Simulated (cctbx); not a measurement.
**What is wrong with this refinement?**

Cell a = 11.6180 Å, b = 11.6180 Å, c = 11.6180 Å, α = 90.00°, β = 90.00°, γ = 90.00°; space group Fm-3m (no. 225). The compound is CsRb2MoBr6.

Simulated single-crystal data (cctbx): Cu Kα, λ = 1.54184 Å, to d = 0.83 Å, 80 % of the full sphere, strongest reflection 20000 counts, noise from counting, a 2 % proportional error and a noise floor of 8 counts (s.d.); no absorption.

An anisotropic refinement with weights 1/σ² prints:

```text
Rint 0.029, 101 unique reflections to 0.83 A
cycle     R1     wR2    GooF  max shift (A)
   1  0.0210  0.0420   4.004   0.00096
   2  0.0113  0.0209   1.988   0.00000
final R1 0.0113 wR2 0.0209 GooF 1.988  parameters 6  data/parameter 16.8
atom        x        y        z      Ueq    occ   su(xyz)  su(Uiso or U11)
Cs1    0.50000  0.00000  0.00000   0.0086  1.000  0.00000  0.0002
Mo1    0.00000  0.00000  0.00000   0.0067  1.000  0.00000  0.0002
Rb1    0.25000  0.25000  0.75000   0.0118  1.000  0.00000  0.0002
Br1    0.21776  0.00000  0.00000   0.0122  1.000  0.00005  0.0003
difference map: max 1.23 min -0.82 rms 0.15
Q1    0.0000  0.0000  0.5000    4    1.23  0.00 A from Cs1
Q2    0.0000  0.0000  0.0000    4    0.77  0.00 A from Mo1
Q3    0.1750  0.2500  0.2500   48    0.74  0.87 A from Rb1
Q4    0.1802  0.1802  0.1802   32    0.61  1.41 A from Rb1
Q5    0.0000  0.2094  0.2094   48    0.57  2.43 A from Br1
Q6    0.0358  0.0358  0.2669   96    0.47  0.82 A from Br1
```

**Question.** Can this result stand? If not, what is the likely fault?

Mend it. The fault: anomalous dispersion left out. Against the right model at the same level, R1 goes from 0.0047 to 0.0113 and GooF from 0.91 to 1.99, the top difference peak, 1.2 e/Å³, lies on Cs1 and a hole of -0.8 e/Å³ opens. No atom is wrong: without f′ and f″ the atoms near an edge get the wrong scattering power, which U and the scale absorb. The signs are weak, and the output alone doesn't single this fault out.

The compound is CsRb2MoBr6. The right model at the same level gives:

```text
Rint 0.029, 101 unique reflections to 0.83 A
cycle     R1     wR2    GooF  max shift (A)
   1  0.0117  0.0280   2.668   0.00031
   2  0.0047  0.0096   0.913   0.00000
final R1 0.0047 wR2 0.0096 GooF 0.913  parameters 6  data/parameter 16.8
atom        x        y        z      Ueq    occ   su(xyz)  su(Uiso or U11)
Cs1    0.50000  0.00000  0.00000   0.0088  1.000  0.00000  0.0001
Mo1    0.00000  0.00000  0.00000   0.0078  1.000  0.00000  0.0001
Rb1    0.25000  0.25000  0.75000   0.0115  1.000  0.00000  0.0001
Br1    0.21771  0.00000  0.00000   0.0111  1.000  0.00002  0.0001
difference map: max 0.30 min -0.16 rms 0.04
Q1    0.0000  0.0000  0.0000    4    0.30  0.00 A from Mo1
Q2    0.1744  0.1744  0.1744   32    0.15  1.52 A from Rb1
Q3    0.0618  0.2047  0.2953   96    0.14  2.31 A from Rb1
Q4    0.0000  0.1857  0.1857   48    0.13  2.19 A from Br1
Q5    0.0272  0.0272  0.2593   96    0.13  0.66 A from Br1
Q6    0.0958  0.0958  0.3027   96    0.13  1.86 A from Br1
```

The model is made up (kin elements in a known structure type, no relaxation), so it says nothing on whether the phase exists.

[Middle refinement cycles are left out of these outputs.]

[Logs are printed without paths, hosts, clocks, repeated set-up lines and the standing remarks that a program may print on its own settings, such as how far it seeks lower states.]
